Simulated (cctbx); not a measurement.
# Reading a Patterson map

Space group I4/mcm (no. 140), a = 11.8040 Å, b = 11.8040 Å, c = 5.8340 Å, α = 90.00°, β = 90.00°, γ = 90.00°, content Pt12 Cd4 Ca16.

The data are simulated with cctbx, not measured: Ga Kα, λ = 1.3414 Å, to d = 0.8 Å, 70 % of the full sphere, strongest reflection 70000 counts, noise from counting, a 6 % proportional error and a noise floor of 4 counts (s.d.); no absorption.

Patterson synthesis from sharpened amplitudes, origin scaled to 1000:

```text
Patterson group I 4/m m m
      u       v       w   height  length (A)
  0.000   0.000   0.000   1000.0     0.00
  0.000   0.000   0.500    384.2     2.92
  0.000   0.500   0.000    342.2     5.90
  0.153   0.347   0.250    274.7     4.71
  0.000   0.305   0.500    257.3     4.63
  0.152   0.152   0.248    163.3     2.93
  0.196   0.196   0.500    119.9     4.38
  0.068   0.430   0.000     61.1     5.14
  0.082   0.223   0.242     53.2     3.14
  0.040   0.040   0.165     48.4     1.17
  0.068   0.068   0.046     47.4     1.17
  0.065   0.140   0.500     47.2     3.44
  0.000   0.094   0.070     45.7     1.18
  0.100   0.250   0.000     41.3     3.18
```

Q: Assign the vectors.

A peak at u stands for all pairs with xi − xj = u, with weight Σ ZiZj against Σ Z² = 88624 at the origin. Peak heights follow these weights only roughly, since form factors, motion and series ripples differ, all vectors within 0.55 Å of a peak are counted as merged into it though the farther ones add only part of their weight, and F(000) is left out, which lowers the whole map:

| u | v | w | shortest length (Å) | height | 1000 ΣZiZj/ΣZ² | pairs in the cell |
| --- | --- | --- | --- | --- | --- | --- |
| 0.000 | 0.000 | 0.500 | 2.92 | 384 | 379 | 4 × Pt–Pt, 4 × Cd–Cd |
| 0.000 | 0.500 | 0.000 | 5.90 | 342 | 338 | 8 × Pt–Cd |
| 0.153 | 0.347 | 0.250 | 4.71 | 275 | 275 | 4 × Pt–Pt |
| 0.000 | 0.305 | 0.500 | 4.63 | 257 | 275 | 4 × Pt–Pt |
| 0.152 | 0.152 | 0.248 | 2.92 | 163 | 169 | 4 × Pt–Cd |
| 0.196 | 0.196 | 0.500 | 4.38 | 120 | 137 | 2 × Pt–Pt |
| 0.068 | 0.430 | 0.000 | 5.14 | 61 | 70 | 4 × Pt–Ca |
| 0.082 | 0.223 | 0.242 | 3.14 | 53 | 70 | 4 × Pt–Ca |
| 0.040 | 0.040 | 0.165 | 1.17 | 48 | 0 | none within 0.55 Å |
| 0.068 | 0.068 | 0.046 | 1.17 | 47 | 0 | none within 0.55 Å |

The table stops at ten peaks or at a height of 45, below which ripples compete. In the model behind the data Pt, the heaviest element, has 2 independent sites: (0, 0, 3/4) and (0.8474, 0.6526, 0), up to an allowed shift of origin; the Pt–Pt vectors are differences of these positions and their symmetry mates. The whole model:

| atom | mult. | x | y | z | Ueq (Å²) |
| --- | --- | --- | --- | --- | --- |
| Pt1 | 4 | 0 | 0 | 3/4 | 0.0089 |
| Pt2 | 8 | 0.8474 | 0.6526 | 0 | 0.0093 |
| Cd1 | 4 | 0 | 1/2 | 1/4 | 0.0163 |
| Ca1 | 16 | 0.9122 | 0.7782 | 1/2 | 0.0128 |

The model was made for the exercise: a known structure type with other elements put in, its volume estimated, not relaxed; displacement parameters are assumed.

[Logs are printed without paths, hosts, clocks, repeated set-up lines and the standing remarks that a program may print on its own settings, such as how far it seeks lower states.]
